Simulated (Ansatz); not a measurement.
## CePbSe3 (model cell, started as cubic perovskite with Ce in the octahedra): relaxing the cell for a phonon run

Task: relax CePbSe3 (model cell, started as cubic perovskite with Ce in the octahedra) tightly.

Method: DFT PBE, scalar-relativistic, plane waves, PAW; PAW set soft_1, in Ansatz 0.2.0.

The structure was built from a prototype and need not be the compound's stable phase.

### 1. Set-up

Symmetry: Pm-3m, No. 221, cubic system. Conventional cell: a = 5.586 Å, b = 5.586 Å, c = 5.586 Å, α = 90.00°, β = 90.00°, γ = 90.00°. Nearest to Pb lie 12 Se at 3.95 Å. Nearest to Ce lie 6 Se at 2.79 Å. Nearest to Se lie 2 Ce at 2.79 Å. Farther neighbours and most contacts between anions are not listed.

### 2. A coarse first look

First a cheap look: the gap decides the mesh and the occupations, the pressure tells how far the cell has to move.

The input, input.yaml:

```yaml
crystal:
  lattice:
    - [5.586, 0.0, 0.0]
    - [0.0, 5.586, 0.0]
    - [0.0, 0.0, 5.586]
  atoms:
    - { symbol: Pb, position: [0.0, 0.0, 0.0] }
    - { symbol: Ce, position: [0.5, 0.5, 0.5] }
    - { symbol: Se, position: [0.5, 0.5, 0.0] }
    - { symbol: Se, position: [0.5, 0.0, 0.5] }
    - { symbol: Se, position: [0.0, 0.5, 0.5] }
kpoints:
  mp_grid: { grid: [4, 4, 4] }
hamiltonian:
  xc: pbe
  pseudopotentials: { kind: paw, azcp: { folder: soft_1 } }
scf:
  occupations: { method: gaussian, width: 0.1 }
output:
  forces: true
  stress: true
  eigenvalues: true
```

Command:

```
ansatz run input.yaml --threads 4 --pin off --max-ram 16384MiB --backend cpu --events-out ev --progress --plain --runs-dir out
```

Numbers of over 12 decimals in the logs are rounded to 6 here.

Log:

```text
band count auto-derived: 47 (N_el = 74.0; filled up to band 37; 45 by the electrons, moments and atoms)
Engine: ansatz 0.2.0, aarch64-unknown-linux-gnu
Pseudopotentials: kind: paw
Pseudopotential: Pb, paw, valence charge 14, recommended cutoff 420 eV (normal), soft_1/Pb.paw.azcp
Pseudopotential: Ce, paw, valence charge 12, recommended cutoff 420 eV (normal), soft_1/Ce.paw.azcp
[...]
k-point 0: bands = [... 33 lower, 5.2164, 5.4724, 5.4724, 5.4724, 6.9240, 7.2464, 7.2464, 7.2464, ... 6 higher]
  k-point 1: bands = [... 33 lower, 4.9778, 5.0835, 5.4612, 5.4612, 6.9204, 7.0693, 7.0693, 7.1658, ... 6 higher]
  k-point 2: bands = [... 33 lower, 4.8949, 4.9610, 5.4783, 5.4783, 6.5441, 6.9169, 6.9959, 6.9959, ... 6 higher]
  k-point 9: bands = [... 33 lower, 3.4636, 6.3368, 6.3368, 6.3368, 6.9120, 6.9212, 6.9212, 6.9212, ... 6 higher]
[key lines of the parts left out:]
SCF converged after 18 iterations
Free energy (F): -34895.837503 eV
Fermi energy:    6.452098 eV
P = ⅓ Tr σ = -1.6947 GPa (-16.947 kbar)
```

Run time: 2.8 s. Hardware: 4 threads of Arm Neoverse V2, shared host; peak memory 0.55 GiB; 8.9 s of CPU time.

Numbers from this step:

```
pressure           : -1.695 GPa
volume per atom    : 34.86 Å³
gap on the k-mesh  : 0.2073 eV
direct gap on mesh : 0.2931 eV
```

The coarse mesh shows a gap of 0.21 eV and a pressure of -1.7 GPa.

### 3. Bringing the structure to rest

Harmonic phonons are second derivatives at a point where the forces vanish, and they are wanted at zero stress, so atoms and cell are relaxed first.

input.yaml, the sections that differ from step 2:

```yaml
kpoints:
  mp_grid: { grid: [6, 6, 6] }
scf:
  occupations: { method: gaussian, width: 0.01 }
output:
  forces: true
  stress: true
  eigenvalues: true
  write_density: true
  write_potential: true
  elf: true
  volumetric_format: npy
relax:
  adjacent_minimum: "off"
  f_tol: 0.005
  max_steps: 80
  cell: { stress_tol: 0.05 }
# crystal, hamiltonian: as in step 2
```

Log:

```text
[...]
Crystal: 5 atoms, lattice volume = 174.302 Å³
Basis set: ecut = 420 eV, 3407 PW (Γ), exchange–correlation on 80×80×80 points (8 copies of the dense FFT grid, shifted against one another)
Bands: 47, of which v1, the nominal top of the filled ones, is band 37 counted from 1 (36 counted from 0)
Symmetry: 48 space group operations
[...]
k-points: 20 of 216
[...]
SCF iter   1: F=—  HF=-34921.617236 eV  |F-HF|=—  |Δ(HF+E_count)|=         —  Δρ=6.72e-1  dr2=1.23e3  ethr=3.10e-3  ⟨swp⟩=6.0  Hψ=3163  notcnv=0  defer=1
[...]
SCF iter  23: F=-34895.840217 eV  HF=-34895.840217 eV  |F-HF|=4.14e-8  |Δ(HF+E_count)|=   3.16e-7  Δρ=4.05e-6  dr2=3.92e-8  ethr=1.35e-10  ⟨swp⟩=13.6  Hψ=7342  notcnv=0
SCF 1 converged in 23 iterations: F = -34895.840217 eV  dr2 = 3.92e-8
[...]
relax step   1: F+E_penalty+E_count = -34895.84021707 eV  Δ(F+E_penalty+E_count) = +0.000e0 eV  max|allowed force component| = 1.986e-29 eV/Å  Δτ_max = 0.0000 Å  P = -1.690 GPa  Ω = 174.302 Å³  (23 SCF iters, dr2 threshold 1.00e-7 eV, accepted)
Crystal: 5 atoms, lattice volume = 166.926 Å³
Basis set: ecut = 420 eV, 3239 PW (Γ), exchange–correlation on 80×80×80 points (8 copies of the dense FFT grid, shifted against one another)
[...]
iter 1 solved again at ethr=2.82e-4 eV; its pass at ethr=3.10e-3 eV (dr2=2.08e-1 eV) is discarded
[...]
SCF iter   8: F=-34895.878201 eV  HF=-34895.878201 eV  |F-HF|=9.92e-8  |Δ(HF+E_count)|=   6.28e-6  Δρ=5.21e-6  dr2=5.70e-8  ethr=6.76e-10  ⟨swp⟩=11.7  Hψ=7612  notcnv=0
SCF 2 converged in 8 iterations: F = -34895.878201 eV  dr2 = 5.70e-8
  Residual-converged pass: ⟨swp⟩=1.0  Hψ=1020  notcnv=0  max |occ|·‖R‖ = 7.0e-9 eV (tolerance 1.0e-8 eV)  dr2=5.70e-8  dr2_onsite=2.17e-8  max |Δocc| = 3.9e-59
[...]
relax step   2: F+E_penalty+E_count = -34895.87820143 eV  Δ(F+E_penalty+E_count) = -3.798e-2 eV  max|allowed force component| = 5.456e-30 eV/Å  Δτ_max = 0.0000 Å  P = +0.134 GPa  Ω = 166.926 Å³  energy of the carried Pulay correction = +4.754e-4 eV  (8 SCF iters, dr2 threshold 5.00e-7 eV, accepted)
Crystal: 5 atoms, lattice volume = 167.448 Å³
[...]
SCF iter   7: F=-34895.878370 eV  HF=-34895.878370 eV  |F-HF|=4.26e-9  |Δ(HF+E_count)|=   1.84e-8  Δρ=1.07e-6  dr2=2.10e-9  ethr=6.11e-11  ⟨swp⟩=7.5  Hψ=4845  notcnv=0
SCF 3 converged in 7 iterations: F = -34895.878370 eV  dr2 = 2.10e-9
relax step   3: F+E_penalty+E_count = -34895.87836959 eV  Δ(F+E_penalty+E_count) = -1.682e-4 eV  max|allowed force component| = 6.153e-30 eV/Å  Δτ_max = 0.0000 Å  P = -0.010 GPa  Ω = 167.448 Å³  energy of the carried Pulay correction = +4.410e-4 eV  (7 SCF iters, dr2 threshold 4.52e-8 eV, accepted)
[...]
SCF iter   7: F=-34895.877911 eV  HF=-34895.877911 eV  |F-HF|=2.18e-11  |Δ(HF+E_count)|=  8.73e-11  Δρ=1.24e-7  dr2=4.12e-11  ethr=1.00e-12  ⟨swp⟩=6.0  Hψ=4180  notcnv=0
SCF 4 converged in 7 iterations: F = -34895.877911 eV  dr2 = 4.12e-11
[...]
relax step   4: F+E_penalty+E_count = -34895.87791078 eV  Δ(F+E_penalty+E_count) = +4.588e-4 eV  max|allowed force component| = 6.835e-30 eV/Å  Δτ_max = 0.0000 Å  P = -0.009 GPa  Ω = 167.448 Å³  stress off target by 8.74e-3 GPa  SCF on the basis re-selected at this cell (its energy is not comparable with the rows above)  (7 SCF iters)
basis re-selected at this cell: Δ(F+E_penalty+E_count) = +4.588e-4 eV, ΔP = +0.001 GPa vs the last step (what re-selecting the basis moved, of the pressure what is left beyond the Pulay correction that the steps carried, after the strain that the cell walked since its last selection, with what the two solves' SCF thresholds leave and, on support functions, any second-order correction that the steps lacked; it is no m [...]
SCF converged after 7 iterations
Free energy (F): -34895.877911 eV
[...]
Internal energy: -34895.877911 eV  (E = F + TS)
E sigma→0 (E₀):  -34895.877911 eV
Fermi energy:    6.902966 eV
[...]
--- Stress (GPa, compression-positive) ---
       -0.008739      -0.000000       0.000000
       -0.000000      -0.008739       0.000000
        0.000000       0.000000      -0.008739
  P = ⅓ Tr σ = -0.0087 GPa (-0.087 kbar)
--- Band table (eV; the first three rows and the last of 20) ---
  k-point 0: bands = [... 33 lower, 5.6080, 5.9625, 5.9625, 5.9625, 7.4741, 7.8125, 7.8125, 7.8125, ... 6 higher]
  k-point 1: bands = [... 33 lower, 5.5175, 5.5335, 5.9487, 5.9487, 7.4719, 7.6851, 7.6851, 7.8001, ... 6 higher]
  k-point 2: bands = [... 33 lower, 5.2505, 5.3945, 5.9501, 5.9501, 7.3917, 7.4676, 7.5727, 7.5727, ... 6 higher]
  k-point 19: bands = [... 33 lower, 3.8084, 6.7996, 6.7996, 6.7996, 7.4605, 7.4639, 7.4639, 7.4639, ... 6 higher]
--- Relaxed structure (3 steps of the walk, 3 accepted, 1 SCFs on fresh bases) ---
  F+E_penalty+E_count = -34895.87791078 eV   max|allowed force component| = 6.835e-30 eV/Å   (the final SCF, on the basis selected at the relaxed cell)
  cell:  # Å, volume = 167.4481 Å³
    - [5.511799, 0, 0]
    - [0, 5.511799, 0.0]
    - [0, 0.0, 5.511799]
  atoms:
    - { symbol: Pb, position: [0, 0, 0] }
    - { symbol: Ce, position: [0.500000, 0.500000, 0.500000] }
    - { symbol: Se, position: [0.500000, 0.500000, 0] }
    - { symbol: Se, position: [0.500000, 0, 0.500000] }
    - { symbol: Se, position: [0, 0.500000, 0.500000] }
```

It took 14 s on 4 threads; peak memory 0.64 GiB; 52 s of CPU time.

The steps of the relaxation:

```tsv
step	energy less that of the first step (eV)	largest force component (eV/Å)	pressure (GPa)	volume (Å³)
1	0.0000	0.0000	-1.69	174.30
2	-0.0380	0.0000	0.13	166.93
3	-0.0382	0.0000	-0.01	167.45
4*	-0.0377	0.0000	-0.01	167.45
```

Relaxation steps marked * repeat the geometry before them on a plane-wave basis chosen anew for their cell, so energy and pressure can jump there.

Forces are held to the 48 operations that the run works with; a distortion that breaks them can't arise in this run.

```tsv
conventional cell, symmetrised	before	after	change
a (Å)	5.586	5.512	-1.3 %
b (Å)	5.586	5.512	-1.3 %
c (Å)	5.586	5.512	-1.3 %
volume (Å³/atom)	34.86	33.49	-3.9 %
```

The relaxed structure:

```xyz
5
Lattice="5.5118 0.0000 0.0000 0.0000 5.5118 0.0000 0.0000 0.0000 5.5118" Properties=species:S:1:pos:R:3 pbc="T T T"
Pb    0.0000    0.0000    0.0000
Ce    2.7559    2.7559    2.7559
Se    2.7559    2.7559    0.0000
Se    2.7559    0.0000    2.7559
Se    0.0000    2.7559    2.7559
```

This step gave:

```yaml
pressure: -0.008739 GPa
gap_on_the_k_mesh: 0.2067 eV
volume_per_atom: 33.49 Å³
direct_gap_on_mesh: 0.2928 eV
```

Valence density in the ac plane at fractional y = 0.500, with atoms of Ce and Se within 0.2 Å of it. It is the smooth field of the valence electrons, not physical close to the nuclei.

Ten steps, logarithmic in the rise over the least value, from '0' (0 e/Å³) to '9' (44 e/Å³), each cell a mean:
```
000002587310000
000001232110000
000000111100000
000000111000000
211001222100011
531112333311124
962112333321138
852112333321137
321001233210112
110000111100001
000000111000000
000001122100000
000001354210000
000012698410000
```
Columns run along a (5.5 Å), rows up along c (5.5 Å). Atoms in or near the plane, at fractional coordinates: Ce at (0.50, 0.50), Se at (0.50, 0.00), Se at (0.00, 0.50).

Electrostatic potential energy in the ac plane at fractional y = 0.500, with atoms of Ce and Se within 0.2 Å of it. With pseudopotentials it is smooth inside the atoms' cores, unlike the true potential.

Ten even steps from '0' (-33 eV) to '9' (12 eV), each cell a mean:
```
999986698579999
999997555689999
999999877899999
999998777899999
578986423578986
756873000258756
975762000047659
965862000147758
557885211368865
789998655789998
999999888899999
999998756799999
999996576589999
999985799579999
```
Columns run along a (5.5 Å; values clipped at the 3rd and 97th percentile), rows up along c (5.5 Å). Atoms in or near the plane, at fractional coordinates: Ce at (0.50, 0.50), Se at (0.50, 0.00), Se at (0.00, 0.50).

ELF in the ac plane at fractional y = 0.500, with atoms of Ce and Se within 0.2 Å of it. It is the smooth field of the valence electrons, not physical close to the nuclei.

Ten even steps from '0' (0.01) to '9' (0.80), each cell a mean:
```
001599734897300
000379999995100
431136888752124
885201344211378
999413798622799
689638989953897
169759814975983
379649946964995
899526999833899
997301465311589
753113555421146
210258999973101
001489967997200
001699612898300
```
Columns run along a (5.5 Å), rows up along c (5.5 Å). Atoms in or near the plane, at fractional coordinates: Ce at (0.50, 0.50), Se at (0.50, 0.00), Se at (0.00, 0.50).

In this step the volume went from 34.86 to 33.49 Å³/atom.

### 4. Tight relaxation

Phonons need a cell at rest on their own settings, so the relaxation is repeated with tight tolerances on forces and stress, using the mesh and the filling of the phonon run that follows.

input.yaml, the sections that differ from step 3:

```yaml
crystal:
  lattice:
    - [5.5117992162, 0.0, 0.0]
    - [0.0, 5.5117992162, 0.0]
    - [0.0, 0.0, 5.5117992162]
  atoms:
    - { symbol: Pb, position: [0.0, 0.0, 0.0] }
    - { symbol: Ce, position: [0.5, 0.5, 0.5] }
    - { symbol: Se, position: [0.5, 0.5, 0.0] }
    - { symbol: Se, position: [0.5, 0.0, 0.5] }
    - { symbol: Se, position: [0.0, 0.5, 0.5] }
output:
  forces: true
  stress: true
  eigenvalues: true
relax:
  adjacent_minimum: "off"
  f_tol: 0.001
  max_steps: 60
  cell: { stress_tol: 0.01 }
# kpoints, hamiltonian, scf: as in step 3
```

Log:

```text
[...]
Crystal: 5 atoms, lattice volume = 167.448 Å³
Basis set: ecut = 420 eV, 3239 PW (Γ), exchange–correlation on 80×80×80 points (8 copies of the dense FFT grid, shifted against one another)
Bands: 47, of which v1, the nominal top of the filled ones, is band 37 counted from 1 (36 counted from 0)
Symmetry: 48 space group operations
[...]
k-points: 20 of 216
[...]
--- Relaxed structure (1 steps of the walk, 1 accepted, 1 SCFs on fresh bases) ---
[...]
cell:  # Å, volume = 167.4481 Å³
    - [5.5117992162, 0.0, 0.0]
    - [0.0, 5.5117992162, 0.0]
    - [0.0, 0.0, 5.5117992162]
  atoms:
    - { symbol: Pb, position: [0.0, 0.0, 0.0] }
    - { symbol: Ce, position: [0.5, 0.5, 0.5] }
    - { symbol: Se, position: [0.5, 0.5, 0.0] }
    - { symbol: Se, position: [0.5, 0.0, 0.5] }
    - { symbol: Se, position: [0.0, 0.5, 0.5] }
[key lines of the parts left out:]
SCF converged after 7 iterations
Free energy (F): -34895.877911 eV
Fermi energy:    6.902966 eV
P = ⅓ Tr σ = -0.0087 GPa (-0.087 kbar)
```

Wall time 8.2 s (4 threads); peak memory 0.61 GiB; 30 s of CPU time.

Little changed from the start: no atom moved by 0.005 Å and no cell edge by 0.1 %.

This step gave:

```
pressure : -0.008738 GPa
```

The forces vanish by symmetry and the pressure is -0.009 GPa, within the tolerances set. The cell now holds 33.49 Å³/atom.

### 5. Results

* space group after relaxation (within 0.01 Å): Pm-3m
* lattice constant a: 5.512 Å
* lattice constant b: 5.512 Å
* lattice constant c: 5.512 Å
* volume per atom: 33.5 Å³
* gap on the k-mesh: 0.207 eV

What this shows: The forces vanish by symmetry and the pressure is -0.009 GPa, within the tolerances set. The cell now holds 33.49 Å³/atom. The relaxation keeps the symmetry of its start, so it says nothing on stability against lower symmetry. The runs are without spin polarisation, although Ce often carries a moment. The 4f shell is treated without a U, so valence and screening may be off. Spin-orbit coupling is left out, which can matter for the heavy elements here. The starting cell was built on a prototype and not taken from a measurement, so the phase need not exist.

[Logs are printed without paths, hosts, clocks, repeated set-up lines and the standing remarks that a program may print on its own settings, such as how far it seeks lower states.]

[Hosts, paths, dates, database ids (printed as entryN), source tags and the programs' standing remarks are cut or masked in the printed files.]
